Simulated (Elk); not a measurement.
**Polar Kerr effect of Mn3CuN**

How strongly does Mn3CuN turn reflected light?

Program: Elk 11.2.3 (patched build). Level of theory: AM05; all-electron APW+lo, Dirac cores, scalar-relativistic bands with second-variational spin-orbit coupling. Results are calculated unless marked as measured.

Most raw output is cut from this account.

## 1. The starting structure

Symmetry: Pm-3m, No. 221, cubic system. Conventional cell: a = 3.829 Å, b = 3.829 Å, c = 3.829 Å, α = 90.00°, β = 90.00°, γ = 90.00°. Mn has 2 N at 1.91 Å nearest. Cu has 12 Mn at 2.71 Å nearest. N has 6 Mn at 1.91 Å nearest. Farther neighbours and most contacts between anions are not listed.

The cell comes from a database of computed structures and need not be the stable phase.

## 2. Ground state with spin–orbit coupling

In a ferromagnet the Kerr effect comes from exchange splitting and spin–orbit coupling together. The parallel order is imposed here; no other order was tried.

In this input [111] lies along z, the axis of the moments and of the light.

Moments are seeded by fields in the spheres (the last three columns under atoms), set against the wanted direction and reduced each loop.

elk.in reads:

```
tasks
  0
  15

xctype
  100 120 135

rgkmax
  7.0

nempty
  14

swidth
  0.002

reducebf
  0.5

epsengy
  1e-05

maxscl
  100

lmaxi
  3

spincore
  .true.

mixtype
  1

beta0
  0.05

spinpol
  .true.

spinorb
  .true.

cmagz
  .true.

sppath
  './'

avec
  5.70643701364 -1.52903518946 4.17740182418
  -1.52903518946 5.70643701364 4.17740182418
  -4.17740182418 -4.17740182418 4.17740182418

atoms
  3
  'Mn.in'
  3
  0.0000000000 0.5000000000 0.5000000000   0.000000 0.000000 -0.262500
  0.5000000000 0.5000000000 0.0000000000   0.000000 0.000000 -0.262500
  0.5000000000 0.0000000000 0.5000000000   0.000000 0.000000 -0.262500
  'Cu.in'
  1
  0.0000000000 0.0000000000 0.0000000000   0.000000 0.000000 0.000000
  'N.in'
  1
  0.5000000000 0.5000000000 0.5000000000   0.000000 0.000000 0.000000

ngridk
  6 6 6
```

The run is started by

```sh
OMP_NUM_THREADS=4 elk
```

It took 16 min on 4 threads of Arm Neoverse V1, shared host; peak memory 0.46 GiB.

Spin moment in the muffin-tin sphere by atom:

```tsv
atom	spin moment in the muffin-tin sphere (μB)
Mn1	2.30
Mn2	2.30
Mn3	2.30
Cu4	0.15
N5	-0.12
```

Read from the output:

```
density of states at the Fermi level : 3.806 states/eV/cell
moment between the spheres           : 0.2930 μB
magnetization                        : 7.223 μB
final state                          : ferromagnetic
```

After 38 cycles the largest moment stands at 2.30 μB.

Orbital moment <L> in the sphere by atom:

```tsv
atom	x (μB)	y (μB)	z (μB)	size
Mn1	-0.0122	0.0033	0.0140	0.0189
Mn2	0.0089	0.0089	0.0140	0.0188
Mn3	0.0033	-0.0122	0.0140	0.0189
Cu4	0.0000	0.0000	0.0157	0.0157
N5	0.0000	0.0000	-0.0001	0.0001
```

## 3. States and momentum matrix elements on a finer mesh

Optical spectra need more k points than the density, so the states are solved once on a finer mesh in the saved potential.

elk.in: that of step 2 with these lines changed.

```diff
@@ -1,4 +1,4 @@
 tasks
-  0
-  15
+  1
+  120
 
@@ -23,3 +23,3 @@
 maxscl
-  100
+  1
 
@@ -58,5 +58,5 @@
   3
-  0.0000000000 0.5000000000 0.5000000000   0.000000 0.000000 -0.262500
-  0.5000000000 0.5000000000 0.0000000000   0.000000 0.000000 -0.262500
-  0.5000000000 0.0000000000 0.5000000000   0.000000 0.000000 -0.262500
+  0.0000000000 0.5000000000 0.5000000000   0.000000 0.000000 -0.000262
+  0.5000000000 0.5000000000 0.0000000000   0.000000 0.000000 -0.000262
+  0.5000000000 0.0000000000 0.5000000000   0.000000 0.000000 -0.000262
   'Cu.in'
@@ -69,2 +69,2 @@
 ngridk
-  6 6 6
+  10 10 10
```

The run is started by

```sh
OMP_NUM_THREADS=4 elk
```

The job ended after 4 min (4 threads; peak memory 1 GiB; 16 min of CPU time).

This step gave:

```
magnetization  : 7.221 μB
largest moment : 2.298 μB
```

## 4. Optics with a broadening of 0.11 eV

The broadening stands for the lifetime of the excited states; it lowers and widens the peaks.

elk.in: that of step 3 with these lines changed.

```diff
@@ -1,4 +1,4 @@
 tasks
-  1
-  120
+  121
+  122
 
@@ -14,3 +14,3 @@
 swidth
-  0.002
+  0.004
 
@@ -23,3 +23,3 @@
 maxscl
-  1
+  100
 
@@ -44,2 +44,5 @@
 cmagz
+  .true.
+
+intraband
   .true.
@@ -70 +73,10 @@
   10 10 10
+
+wplot
+  240 100 0
+  0.00000 0.30000
+
+optcomp
+  1 1
+  1 2
+  3 3
```

The run is started by

```sh
OMP_NUM_THREADS=4 elk
```

It took 1.8 min on 4 threads; peak memory 0.05 GiB; 7.1 min of CPU time.

Intraband term included. The polar Kerr angle by photon energy; values in degrees:

```tsv
photon energy (eV)	rotation	ellipticity
0.00	0	0
0.25	0.0291	-0.159
0.50	0.224	-0.0656
0.75	0.175	-0.0301
1.00	0.214	-0.0917
1.25	0.248	0.00950
1.50	0.224	0.0207
1.75	0.195	0.0225
2.00	0.0911	0.00131
2.25	0.322	-0.119
2.50	0.270	0.0383
2.75	0.342	0.0567
3.00	0.205	0.137
3.25	0.112	0.0330
3.50	0.263	-0.0193
3.75	0.230	0.114
4.00	0.160	0.0404
4.25	0.342	0.0366
4.50	0.356	0.257
4.75	0.144	0.360
5.00	-0.0309	0.179
5.25	0.0488	0.163
5.50	0.101	0.0125
5.75	0.184	0.119
6.00	0.0969	0.237
6.25	0.00611	0.154
6.50	0.0629	-0.0222
6.75	0.172	0.0713
7.00	0.0409	0.132
7.25	0.152	0.0311
7.50	0.0416	0.130
7.75	0.0531	0.0157
8.00	0.260	-0.0571
```

Intraband term included. Table of optical conductivity by photon energy:

```tsv
photon energy (eV)	Re sigma xx (S/cm)	Im sigma xx (S/cm)	Re sigma xy (S/cm)	Im sigma xy (S/cm)	Re sigma zz (S/cm)	Im sigma zz (S/cm)
0.00	12688	0	-149	0	12705	0
0.25	5118	2141	-200	3.99	5123	2154
0.50	5166	267	-155	-100	5157	273
0.75	6334	103	-125	-91.5	6331	106
1.00	6046	1623	-125	-119	6041	1621
1.25	5651	1483	-54.7	-138	5651	1477
1.50	5251	1745	-25.8	-110	5251	1745
1.75	4771	1949	-9.06	-81.4	4779	1946
2.00	4116	1355	-8.67	-26.0	4116	1361
2.25	3826	1226	-56.8	-65.8	3825	1230
2.50	3872	-70.6	-41.1	-47.3	3867	-68.7
2.75	4673	197	-56.6	-83.1	4675	189
3.00	4719	254	-10.9	-68.6	4722	257
3.25	4799	240	-14.7	-28.9	4796	224
3.50	5059	121	-58.4	-49.3	5072	124
3.75	5173	156	-24.0	-70.5	5169	163
4.00	5398	33.7	-27.0	-41.3	5394	26.1
4.25	5853	600	-61.4	-94.9	5850	612
4.50	5668	791	-0.737	-134	5656	779
4.75	5896	228	48.4	-112	5898	233
5.00	6761	644	59.2	-34.1	6753	643
5.25	7455	2237	58.8	-48.1	7454	2237
5.50	6278	2581	-4.65	-35.6	6276	2591
5.75	6173	2966	30.2	-70.2	6186	2954
6.00	5593	3297	72.4	-33.4	5589	3301
6.25	5034	3241	41.5	-1.29	5034	3237
6.50	4945	3133	-5.75	-16.0	4948	3126
6.75	4483	3667	24.4	-38.2	4482	3671
7.00	3898	3317	27.0	-2.94	3901	3317
7.25	3973	2984	8.34	-27.5	3973	2986
7.50	3649	3086	23.0	-3.15	3654	3088
7.75	3512	2734	3.16	-7.70	3512	2731
8.00	3572	2776	-4.77	-40.0	3575	2777
```

## 5. Optics with a broadening of 0.30 eV

elk.in: that of step 4 with these lines changed.

```diff
@@ -14,3 +14,3 @@
 swidth
-  0.004
+  0.011
```

The run is started by

```sh
OMP_NUM_THREADS=4 elk
```

The job ended after 1.8 min (4 threads; peak memory 0.05 GiB).

Intraband term included. The polar Kerr angle by photon energy; values in degrees:

```tsv
photon energy (eV)	rotation	ellipticity
0.00	0	0
0.25	0.0535	-0.0772
0.50	0.126	-0.0938
0.75	0.156	-0.0739
1.00	0.181	-0.0688
1.25	0.204	-0.0385
1.50	0.197	-0.0136
1.75	0.183	-0.00698
2.00	0.171	-0.0284
2.25	0.223	-0.0479
2.50	0.253	-0.00318
2.75	0.257	0.0400
3.00	0.218	0.0741
3.25	0.189	0.0489
3.50	0.220	0.0373
3.75	0.223	0.0683
4.00	0.218	0.0610
4.25	0.264	0.0803
4.50	0.262	0.169
4.75	0.172	0.219
5.00	0.0954	0.171
5.25	0.0899	0.123
5.50	0.114	0.0873
5.75	0.143	0.114
6.00	0.107	0.145
6.25	0.0638	0.113
6.50	0.0803	0.0641
6.75	0.111	0.0749
7.00	0.0926	0.0817
7.25	0.102	0.0636
7.50	0.0922	0.0615
7.75	0.109	0.0198
8.00	0.178	0.0182
```

## 6. Another try

A slip in the input shows what the program catches and what it lets pass.

elk.in: that of step 2 with these lines changed.

```diff
@@ -2,3 +2,2 @@
   0
-  15
 
@@ -23,6 +22,6 @@
 maxscl
-  100
+  60
 
 lmaxi
-  3
+  1
 
@@ -45,2 +44,8 @@
   .true.
+
+lmaxapw
+  2
+
+lmaxo
+  2
```

The run is started by

```sh
OMP_NUM_THREADS=4 elk
```

It took 0.01 s on 4 threads; peak memory 0.05 GiB.

The input was rejected at the start.

The fault put into the input: angular cutoffs far too low.

Cut at l = 2, the expansion in the spheres loses all higher parts of the states and of the density, such as products of d states; lmaxapw 8 and lmaxo 6 are usual.

## 7. The strongest peak

The largest local extreme of the rotation above 0.5 eV, for majority spin along +z:

```tsv
broadening (eV)	energy (eV)	rotation (°)	ellipticity (°)	rotation at 1.96 eV (°)
0.11	4.42	0.409	0.168	0.111
0.30	4.39	0.276	0.126	0.171
```

## 8. Results

```
net spin moment             : 7.22 μB a cell
strongest peak above 0.5 eV : 0.41° at 4.4 eV
rotation at 1.96 eV         : 0.11°
```

What this shows: Above 0.5 eV the rotation peaks at 4.42 eV, with 0.41° for majority spin along +z at a broadening of 0.11 eV. The run's majority spin points along +z; the magnetisation points the other way, and the angle changes sign with it. The intraband term is included. These are independent-particle spectra on a 10×10×10 mesh, not shown converged. With a GGA and lmaxo under 10 this build's totals carry angular errors that reach some ten meV an atom in oxides, so smaller differences are in doubt.

[Logs and program files are shortened in this print: banners, set-up blocks, solver, clock and traceback lines can be left out without a mark of their own.]

[Logs are printed without paths, hosts, clocks, repeated set-up lines and the standing remarks that a program may print on its own settings, such as how far it seeks lower states.]

[Hosts, paths, dates, database ids (printed as entryN), source tags and the programs' standing remarks are cut or masked in the printed files.]

[Where a cell is said to come from a database of computed structures, the database is the Materials Project.]
